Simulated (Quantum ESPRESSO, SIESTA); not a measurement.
# Out-of-plane response of bcc Ta under biaxial strain, QE, PBEsol

Calculated with Quantum ESPRESSO 7.5: PBEsol; plane waves, GBRV 1.5 ultrasoft, 45/270 Ry; k-mesh 9×9×9. The first two cell vectors are strained alike from typed lattice constants; the third vector's length and the atoms are relaxed. The typed cell isn't stress-free: at zero strain the reference's in-plane stress is -3.3 GPa, compression positive.

| in-plane strain (%) | 100 ln(c/c at zero strain) |
| --- | --- |
| -4 | ? |
| -3 | 3.584 |
| -2 | 2.393 |
| -1 | 1.204 |
| 0 | 0 |
| +1 | -1.233 |
| +2 | -2.577 |
| +3 | -3.937 |
| +4 | -5.127 |

**Question.** Fit a second-order form in the logarithmic strain to the rows given and extrapolate to the withheld row.

**Working.**

With u = ln[(1 + ε)/(1 + ε0)], counted from the row at ε0 = +0 % where y0 = 0, a second-order form y = y0 + a u + b u² makes v = (y − y0)/u a line in u.

```
         u         v
-0.0304592  -117.666
-0.0202027  -118.449
-0.0100503  -119.797
0.00995033  -123.915
 0.0198026  -130.134
 0.0295588  -133.192
 0.0392207  -130.722
```

With n = 7: mean u = 0.00540289, mean v = -124.839, Σ(u − ū)² = 0.0041357, Σ(u − ū)(v − v̄) = -0.97155. Slope b = -0.97155 / 0.0041357 = -234.92; intercept a = v̄ − b ū = -123.57.

At the withheld row u = -0.04082, v = a + b u = -114.0, and y = y0 + u v.

Prediction at -4: 4.653. The run gave 4.847, so the fit is low by 0.19 (4.0 % of the value).

The first-order term says that the third edge changes by -1.24 % for each per cent of in-plane stretch at ε0. The second-order term makes up 8.4 % of v at the withheld row. Among the rows given, the largest miss of the fit is at +4, by 0.081 (0.81 % of the range of the table).

Limits: The nuclei are static. The DFT runs use Fermi–Dirac occupations of width 0.1 eV, and energies are free energies.

[Logs are printed without paths, hosts, clocks, repeated set-up lines and the standing remarks that a program may print on its own settings, such as how far it seeks lower states.]

[Hosts, paths, dates, database ids (printed as entryN), source tags and the programs' standing remarks are cut or masked in the printed files.]
